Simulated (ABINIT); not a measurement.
# TlBiS3 (Pm-3m): zone-centre phonons, part 3 of 4

Which modes does TlBiS3 (Pm-3m) have at the zone centre?

ABINIT 10.8.3; DFT LDA, scalar-relativistic, plane waves, HGH norm-conserving pseudopotentials.

So far. Step 5 (Ground state): The cell stands at -0.41 GPa: the relaxation ran with a smoothed and higher cutoff, and the difference is a stress of the finite basis. Step 6 (Linear response at Γ): The acoustic modes at Γ come out as far as 1.8 cm⁻¹ from zero, where they should vanish, a small numerical error. The lowest optical mode is imaginary, 115i cm⁻¹, an instability at this level and on this k mesh. The relaxed cell has a = 5.136 Å (conventional setting).

The structure was built from a prototype and need not be the compound's stable phase.

## 7. Zone-centre analysis

anaddb reads the merged derivatives and imposes the acoustic sum rule.

Contents of anaddb.abi:

```
ddb_filepath "gamma_DDB"
output_file "anaddb.abo"
outdata_prefix "anaddb"
asr 1
chneut 1
enunit 2
eivec 1
nph1l 1
qph1l 0.0 0.0 0.0 1.0
```

Contents of mrgddb.in:

```
gamma_DDB
merged
2
dfpt_gammao_DDB
gso_DDB
```

On the command line:

```bash
> mrgddb < mrgddb.in > mrgddb.log
> OMP_NUM_THREADS=1 anaddb anaddb.abi > anaddb.log
```

anaddb.abo, the main output file:

```text
-outvars_anaddb: echo values of input variables ----------------------

 Miscellaneous information :
      enunit         2
       eivec         1
         asr         1
 First list of wavevector (reduced coord.) :
       nph1l         1
       qph1l
                     0.00000000E+00  0.00000000E+00  0.00000000E+00    1.000E+00

================================================================================

 read the DDB information and perform some checks

  ==== Info on the Cryst% object ====
 Real(R)+Recip(G) space primitive vectors, cartesian coordinates (Bohr,Bohr^-1):
 R(1)=  9.7050959  0.0000000  0.0000000  G(1)=  0.1030387  0.0000000  0.0000000
 R(2)=  0.0000000  9.7050959  0.0000000  G(2)=  0.0000000  0.1030387  0.0000000
 R(3)=  0.0000000  0.0000000  9.7050959  G(3)=  0.0000000  0.0000000  0.1030387
 Unit cell volume ucvol=  9.1411218E+02 bohr^3
 Angles (23,13,12)=  9.00000000E+01  9.00000000E+01  9.00000000E+01 degrees
 Time-reversal symmetry is present
 Reduced atomic positions [iatom, xred, symbol]:
    1)    0.0000000  0.0000000  0.0000000  Tl
    2)    0.5000000  0.5000000  0.5000000  Bi
    3)    0.5000000  0.5000000  0.0000000   S
    4)    0.5000000  0.0000000  0.5000000   S
    5)    0.0000000  0.5000000  0.5000000   S

 DDB file with 3 blocks has been read.

================================================================================

 Treat the first list of vectors

  Phonon wavevector (reduced coordinates) :  0.00000  0.00000  0.00000
 Phonon energies in Hartree :
  -5.232910E-04 -5.232910E-04 -5.232910E-04 -5.198591E-04 -5.198591E-04
  -5.198591E-04 -1.240540E-04 -1.240540E-04 -1.240540E-04  0.000000E+00
   0.000000E+00  0.000000E+00  1.143509E-03  1.143509E-03  1.143509E-03
 Phonon energies in meV     :
- -1.423947E+01 -1.423947E+01 -1.423947E+01 -1.414609E+01 -1.414609E+01
- -1.414609E+01 -3.375682E+00 -3.375682E+00 -3.375682E+00  0.000000E+00
-  0.000000E+00  0.000000E+00  3.111646E+01  3.111646E+01  3.111646E+01
 Phonon frequencies in cm-1    :
- -1.148491E+02 -1.148491E+02 -1.148491E+02 -1.140959E+02 -1.140959E+02
- -1.140959E+02 -2.722671E+01 -2.722671E+01 -2.722671E+01  0.000000E+00
-  0.000000E+00  0.000000E+00  2.509712E+02  2.509712E+02  2.509712E+02
 Phonon frequencies in Thz     :
- -3.443090E+00 -3.443090E+00 -3.443090E+00 -3.420509E+00 -3.420509E+00
- -3.420509E+00 -8.162363E-01 -8.162363E-01 -8.162363E-01  0.000000E+00
-  0.000000E+00  0.000000E+00  7.523927E+00  7.523927E+00  7.523927E+00
 Phonon energies in Kelvin  :
- -1.652422E+02 -1.652422E+02 -1.652422E+02 -1.641585E+02 -1.641585E+02
- -1.641585E+02 -3.917316E+01 -3.917316E+01 -3.917316E+01  0.000000E+00
-  0.000000E+00  0.000000E+00  3.610915E+02  3.610915E+02  3.610915E+02

 Eigendisplacements
 (will be given, for each mode : in cartesian coordinates
   for each atom the real part of the displacement vector,
   then the imaginary part of the displacement vector - absolute values smaller than 1.0d-7 are set to zero)
  Mode number    1   Energy   -5.232910E-04
 Attention : low frequency mode.
   (Could be unstable or acoustic mode)
-  1  0.00000000E+00  0.00000000E+00  0.00000000E+00
-     0.00000000E+00  0.00000000E+00  0.00000000E+00
-  2  0.00000000E+00  0.00000000E+00  0.00000000E+00
-     0.00000000E+00  0.00000000E+00  0.00000000E+00
-  3  0.00000000E+00  0.00000000E+00  0.00000000E+00
-     0.00000000E+00  0.00000000E+00  0.00000000E+00
-  4  0.00000000E+00  0.00000000E+00 -2.92470830E-03
-     0.00000000E+00  0.00000000E+00  0.00000000E+00
-  5  0.00000000E+00  0.00000000E+00  2.92470830E-03
-     0.00000000E+00  0.00000000E+00  0.00000000E+00
  Mode number    2   Energy   -5.232910E-04
 Attention : low frequency mode.
   (Could be unstable or acoustic mode)
-  1  0.00000000E+00  0.00000000E+00  0.00000000E+00
-     0.00000000E+00  0.00000000E+00  0.00000000E+00
-  2  0.00000000E+00  0.00000000E+00  0.00000000E+00
-     0.00000000E+00  0.00000000E+00  0.00000000E+00
-  3  0.00000000E+00 -2.92470830E-03  0.00000000E+00
-     0.00000000E+00  0.00000000E+00  0.00000000E+00
-  4  0.00000000E+00  0.00000000E+00  0.00000000E+00
-     0.00000000E+00  0.00000000E+00  0.00000000E+00
-  5  0.00000000E+00  2.92470830E-03  0.00000000E+00
-     0.00000000E+00  0.00000000E+00  0.00000000E+00
  Mode number    3   Energy   -5.232910E-04
 Attention : low frequency mode.
   (Could be unstable or acoustic mode)
-  1  0.00000000E+00  0.00000000E+00  0.00000000E+00
-     0.00000000E+00  0.00000000E+00  0.00000000E+00
-  2  0.00000000E+00  0.00000000E+00  0.00000000E+00
-     0.00000000E+00  0.00000000E+00  0.00000000E+00
-  3  2.92470830E-03  0.00000000E+00  0.00000000E+00
-     0.00000000E+00  0.00000000E+00  0.00000000E+00
-  4 -2.92470830E-03  0.00000000E+00  0.00000000E+00
-     0.00000000E+00  0.00000000E+00  0.00000000E+00
-  5  0.00000000E+00  0.00000000E+00  0.00000000E+00
-     0.00000000E+00  0.00000000E+00  0.00000000E+00
  Mode number    4   Energy   -5.198591E-04
 Attention : low frequency mode.
   (Could be unstable or acoustic mode)
-  1  0.00000000E+00  0.00000000E+00 -2.95075367E-04
-     0.00000000E+00  0.00000000E+00  0.00000000E+00
-  2  0.00000000E+00  0.00000000E+00 -5.44785039E-04
-     0.00000000E+00  0.00000000E+00  0.00000000E+00
-  3  0.00000000E+00  0.00000000E+00  2.41909106E-05
-     0.00000000E+00  0.00000000E+00  0.00000000E+00
-  4  0.00000000E+00  0.00000000E+00  2.70352018E-03
-     0.00000000E+00  0.00000000E+00  0.00000000E+00
-  5  0.00000000E+00  0.00000000E+00  2.70352018E-03
-     0.00000000E+00  0.00000000E+00  0.00000000E+00
  Mode number    5   Energy   -5.198591E-04
 Attention : low frequency mode.
   (Could be unstable or acoustic mode)
-  1  0.00000000E+00 -2.95075367E-04  0.00000000E+00
-     0.00000000E+00  0.00000000E+00  0.00000000E+00
-  2  0.00000000E+00 -5.44785039E-04  0.00000000E+00
-     0.00000000E+00  0.00000000E+00  0.00000000E+00
-  3  0.00000000E+00  2.70352018E-03  0.00000000E+00
-     0.00000000E+00  0.00000000E+00  0.00000000E+00
-  4  0.00000000E+00  2.41909106E-05  0.00000000E+00
-     0.00000000E+00  0.00000000E+00  0.00000000E+00
-  5  0.00000000E+00  2.70352018E-03  0.00000000E+00
-     0.00000000E+00  0.00000000E+00  0.00000000E+00
  Mode number    6   Energy   -5.198591E-04
 Attention : low frequency mode.
   (Could be unstable or acoustic mode)
-  1  2.95075367E-04  0.00000000E+00  0.00000000E+00
-     0.00000000E+00  0.00000000E+00  0.00000000E+00
-  2  5.44785039E-04  0.00000000E+00  0.00000000E+00
-     0.00000000E+00  0.00000000E+00  0.00000000E+00
-  3 -2.70352018E-03  0.00000000E+00  0.00000000E+00
-     0.00000000E+00  0.00000000E+00  0.00000000E+00
-  4 -2.70352018E-03  0.00000000E+00  0.00000000E+00
-     0.00000000E+00  0.00000000E+00  0.00000000E+00
-  5 -2.41909106E-05  0.00000000E+00  0.00000000E+00
-     0.00000000E+00  0.00000000E+00  0.00000000E+00
  Mode number    7   Energy   -1.240540E-04
 Attention : low frequency mode.
   (Could be unstable or acoustic mode)
-  1  0.00000000E+00  0.00000000E+00  1.23300655E-03
-     0.00000000E+00  0.00000000E+00  0.00000000E+00
-  2  0.00000000E+00  0.00000000E+00 -1.00796761E-03
-     0.00000000E+00  0.00000000E+00  0.00000000E+00
-  3  0.00000000E+00  0.00000000E+00 -8.31311561E-04
-     0.00000000E+00  0.00000000E+00  0.00000000E+00
-  4  0.00000000E+00  0.00000000E+00 -2.29267453E-04
-     0.00000000E+00  0.00000000E+00  0.00000000E+00
-  5  0.00000000E+00  0.00000000E+00 -2.29267453E-04
-     0.00000000E+00  0.00000000E+00  0.00000000E+00
  Mode number    8   Energy   -1.240540E-04
 Attention : low frequency mode.
   (Could be unstable or acoustic mode)
-  1  0.00000000E+00  1.23300655E-03  0.00000000E+00
-     0.00000000E+00  0.00000000E+00  0.00000000E+00
-  2  0.00000000E+00 -1.00796761E-03  0.00000000E+00
-     0.00000000E+00  0.00000000E+00  0.00000000E+00
-  3  0.00000000E+00 -2.29267453E-04  0.00000000E+00
-     0.00000000E+00  0.00000000E+00  0.00000000E+00
-  4  0.00000000E+00 -8.31311561E-04  0.00000000E+00
-     0.00000000E+00  0.00000000E+00  0.00000000E+00
-  5  0.00000000E+00 -2.29267453E-04  0.00000000E+00
-     0.00000000E+00  0.00000000E+00  0.00000000E+00
  Mode number    9   Energy   -1.240540E-04
 Attention : low frequency mode.
   (Could be unstable or acoustic mode)
-  1  1.23300655E-03  0.00000000E+00  0.00000000E+00
-     0.00000000E+00  0.00000000E+00  0.00000000E+00
-  2 -1.00796761E-03  0.00000000E+00  0.00000000E+00
-     0.00000000E+00  0.00000000E+00  0.00000000E+00
-  3 -2.29267453E-04  0.00000000E+00  0.00000000E+00
-     0.00000000E+00  0.00000000E+00  0.00000000E+00
-  4 -2.29267453E-04  0.00000000E+00  0.00000000E+00
-     0.00000000E+00  0.00000000E+00  0.00000000E+00
-  5 -8.31311561E-04  0.00000000E+00  0.00000000E+00
-     0.00000000E+00  0.00000000E+00  0.00000000E+00
  Mode number   10   Energy    0.000000E+00
 Attention : low frequency mode.
   (Could be unstable or acoustic mode)
-  1  0.00000000E+00  0.00000000E+00 -1.03757929E-03
-     0.00000000E+00  0.00000000E+00  0.00000000E+00
-  2  0.00000000E+00  0.00000000E+00 -1.03758051E-03
-     0.00000000E+00  0.00000000E+00  0.00000000E+00
-  3  0.00000000E+00  0.00000000E+00 -1.03758038E-03
-     0.00000000E+00  0.00000000E+00  0.00000000E+00
-  4  0.00000000E+00  0.00000000E+00 -1.03758005E-03
-     0.00000000E+00  0.00000000E+00  0.00000000E+00
-  5  0.00000000E+00  0.00000000E+00 -1.03758005E-03
-     0.00000000E+00  0.00000000E+00  0.00000000E+00
  Mode number   11   Energy    0.000000E+00
 Attention : low frequency mode.
   (Could be unstable or acoustic mode)
-  1  0.00000000E+00 -1.03757929E-03  0.00000000E+00
-     0.00000000E+00  0.00000000E+00  0.00000000E+00
-  2  0.00000000E+00 -1.03758051E-03  0.00000000E+00
-     0.00000000E+00  0.00000000E+00  0.00000000E+00
-  3  0.00000000E+00 -1.03758005E-03  0.00000000E+00
-     0.00000000E+00  0.00000000E+00  0.00000000E+00
-  4  0.00000000E+00 -1.03758038E-03  0.00000000E+00
-     0.00000000E+00  0.00000000E+00  0.00000000E+00
-  5  0.00000000E+00 -1.03758005E-03  0.00000000E+00
-     0.00000000E+00  0.00000000E+00  0.00000000E+00
  Mode number   12   Energy    0.000000E+00
 Attention : low frequency mode.
   (Could be unstable or acoustic mode)
-  1  1.03757929E-03  0.00000000E+00  0.00000000E+00
-     0.00000000E+00  0.00000000E+00  0.00000000E+00
-  2  1.03758051E-03  0.00000000E+00  0.00000000E+00
-     0.00000000E+00  0.00000000E+00  0.00000000E+00
-  3  1.03758005E-03  0.00000000E+00  0.00000000E+00
-     0.00000000E+00  0.00000000E+00  0.00000000E+00
-  4  1.03758005E-03  0.00000000E+00  0.00000000E+00
-     0.00000000E+00  0.00000000E+00  0.00000000E+00
-  5  1.03758038E-03  0.00000000E+00  0.00000000E+00
-     0.00000000E+00  0.00000000E+00  0.00000000E+00
  Mode number   13   Energy    1.143509E-03
-  1  0.00000000E+00  0.00000000E+00  1.13418257E-05
-     0.00000000E+00  0.00000000E+00  0.00000000E+00
-  2  0.00000000E+00  0.00000000E+00  4.85456542E-04
-     0.00000000E+00  0.00000000E+00  0.00000000E+00
-  3  0.00000000E+00  0.00000000E+00 -3.91658015E-03
-     0.00000000E+00  0.00000000E+00  0.00000000E+00
-  4  0.00000000E+00  0.00000000E+00  3.40237133E-04
-     0.00000000E+00  0.00000000E+00  0.00000000E+00
-  5  0.00000000E+00  0.00000000E+00  3.40237133E-04
-     0.00000000E+00  0.00000000E+00  0.00000000E+00
  Mode number   14   Energy    1.143509E-03
-  1  0.00000000E+00  1.13418257E-05  0.00000000E+00
-     0.00000000E+00  0.00000000E+00  0.00000000E+00
-  2  0.00000000E+00  4.85456542E-04  0.00000000E+00
-     0.00000000E+00  0.00000000E+00  0.00000000E+00
-  3  0.00000000E+00  3.40237133E-04  0.00000000E+00
-     0.00000000E+00  0.00000000E+00  0.00000000E+00
-  4  0.00000000E+00 -3.91658015E-03  0.00000000E+00
-     0.00000000E+00  0.00000000E+00  0.00000000E+00
-  5  0.00000000E+00  3.40237133E-04  0.00000000E+00
-     0.00000000E+00  0.00000000E+00  0.00000000E+00
  Mode number   15   Energy    1.143509E-03
-  1  1.13418257E-05  0.00000000E+00  0.00000000E+00
-     0.00000000E+00  0.00000000E+00  0.00000000E+00
-  2  4.85456542E-04  0.00000000E+00  0.00000000E+00
-     0.00000000E+00  0.00000000E+00  0.00000000E+00
-  3  3.40237133E-04  0.00000000E+00  0.00000000E+00
-     0.00000000E+00  0.00000000E+00  0.00000000E+00
-  4  3.40237133E-04  0.00000000E+00  0.00000000E+00
-     0.00000000E+00  0.00000000E+00  0.00000000E+00
-  5 -3.91658015E-03  0.00000000E+00  0.00000000E+00
-     0.00000000E+00  0.00000000E+00  0.00000000E+00

 Analysis of degeneracies and characters (maximum tolerance=1.00E-06 a.u.)
 For each vibration mode, or group of modes if degenerate,
 the characters are given for each symmetry operation (see the list in the log file).
 Symmetry characters of vibration mode #   1
       degenerate with vibration modes #   2 to    3
  3.0 -3.0 -1.0  1.0 -1.0  1.0 -1.0  1.0 -1.0  1.0  1.0 -1.0 -1.0  1.0  1.0 -1.0
 -0.0  0.0 -0.0  0.0  0.0 -0.0  0.0 -0.0 -1.0  1.0  1.0 -1.0  1.0 -1.0 -1.0  1.0
 -0.0  0.0  0.0 -0.0  0.0 -0.0 -0.0  0.0 -1.0  1.0 -1.0  1.0  1.0 -1.0  1.0 -1.0
 Symmetry characters of vibration mode #   4
       degenerate with vibration modes #   5 to    6
  3.0 -3.0 -1.0  1.0 -1.0  1.0 -1.0  1.0  1.0 -1.0 -1.0  1.0  1.0 -1.0 -1.0  1.0
 -0.0  0.0 -0.0  0.0  0.0 -0.0  0.0 -0.0  1.0 -1.0 -1.0  1.0 -1.0  1.0  1.0 -1.0
 -0.0  0.0  0.0 -0.0  0.0 -0.0 -0.0  0.0  1.0 -1.0  1.0 -1.0 -1.0  1.0 -1.0  1.0
 Symmetry characters of vibration mode #   7
       degenerate with vibration modes #   8 to    9
  3.0 -3.0 -1.0  1.0 -1.0  1.0 -1.0  1.0  1.0 -1.0 -1.0  1.0  1.0 -1.0 -1.0  1.0
 -0.0  0.0 -0.0  0.0  0.0 -0.0  0.0 -0.0  1.0 -1.0 -1.0  1.0 -1.0  1.0  1.0 -1.0
 -0.0  0.0  0.0 -0.0  0.0 -0.0 -0.0  0.0  1.0 -1.0  1.0 -1.0 -1.0  1.0 -1.0  1.0
 Symmetry characters of vibration mode #  10
       degenerate with vibration modes #  11 to   12
  3.0 -3.0 -1.0  1.0 -1.0  1.0 -1.0  1.0  1.0 -1.0 -1.0  1.0  1.0 -1.0 -1.0  1.0
  0.0 -0.0  0.0 -0.0 -0.0  0.0 -0.0  0.0  1.0 -1.0 -1.0  1.0 -1.0  1.0  1.0 -1.0
  0.0 -0.0 -0.0  0.0 -0.0  0.0  0.0 -0.0  1.0 -1.0  1.0 -1.0 -1.0  1.0 -1.0  1.0
 Symmetry characters of vibration mode #  13
       degenerate with vibration modes #  14 to   15
  3.0 -3.0 -1.0  1.0 -1.0  1.0 -1.0  1.0  1.0 -1.0 -1.0  1.0  1.0 -1.0 -1.0  1.0
 -0.0  0.0 -0.0  0.0  0.0 -0.0  0.0 -0.0  1.0 -1.0 -1.0  1.0 -1.0  1.0  1.0 -1.0
 -0.0  0.0  0.0 -0.0  0.0 -0.0 -0.0  0.0  1.0 -1.0  1.0 -1.0 -1.0  1.0 -1.0  1.0
-
```

Elapsed: 0.52 s, on 1 thread of Arm Neoverse V2, shared host.

Read from the output:

```yaml
lowest_optical_zone_centre_mode: -114.8 cm⁻¹
```

No LO-TO term; unit eigenvectors of the mass-weighted matrix, from anaddb's displacements. Modes at Γ, with each element's share of the kinetic energy (negative means imaginary):

```
mode  frequency (cm⁻¹)  Tl %  Bi %  S %
   1            -114.8     0     0  100
   2            -114.8     0     0  100
   3            -114.8     0     0  100
   4            -114.1     3    11   85
   5            -114.1     3    11   85
   6            -114.1     3    11   85
   7             -27.2    57    39    5
   8             -27.2    57    39    5
   9             -27.2    57    39    5
  10               0.0    40    41   19
  11               0.0    40    41   19
  12               0.0    40    41   19
  13             251.0     0     9   91
  14             251.0     0     9   91
  15             251.0     0     9   91
```

Displacements in mode 1 (-114.8 cm⁻¹), the largest set to 1:
```
Tl1  0.00  0.00  0.00
Bi2  0.00  0.00  0.00
S3   0.00  0.00  0.00
S4   0.00  0.00 -1.00
S5   0.00  0.00  1.00
```

Displacements in mode 7 (-27.2 cm⁻¹), the largest set to 1:
```
Tl1  0.00  0.00  1.00
Bi2  0.00  0.00 -0.82
S3   0.00  0.00 -0.67
S4   0.00  0.00 -0.19
S5   0.00  0.00 -0.19
```

The rule moves no optical mode by more than 0.2 cm⁻¹.

(Part 3 of 4 ends here.)

[Host names and launcher messages were left out of these logs when they were recorded.]

[Logs are printed without paths, hosts, clocks, repeated set-up lines and the standing remarks that a program may print on its own settings, such as how far it seeks lower states.]

[Hosts, paths, dates, database ids (printed as entryN), source tags and the programs' standing remarks are cut or masked in the printed files.]
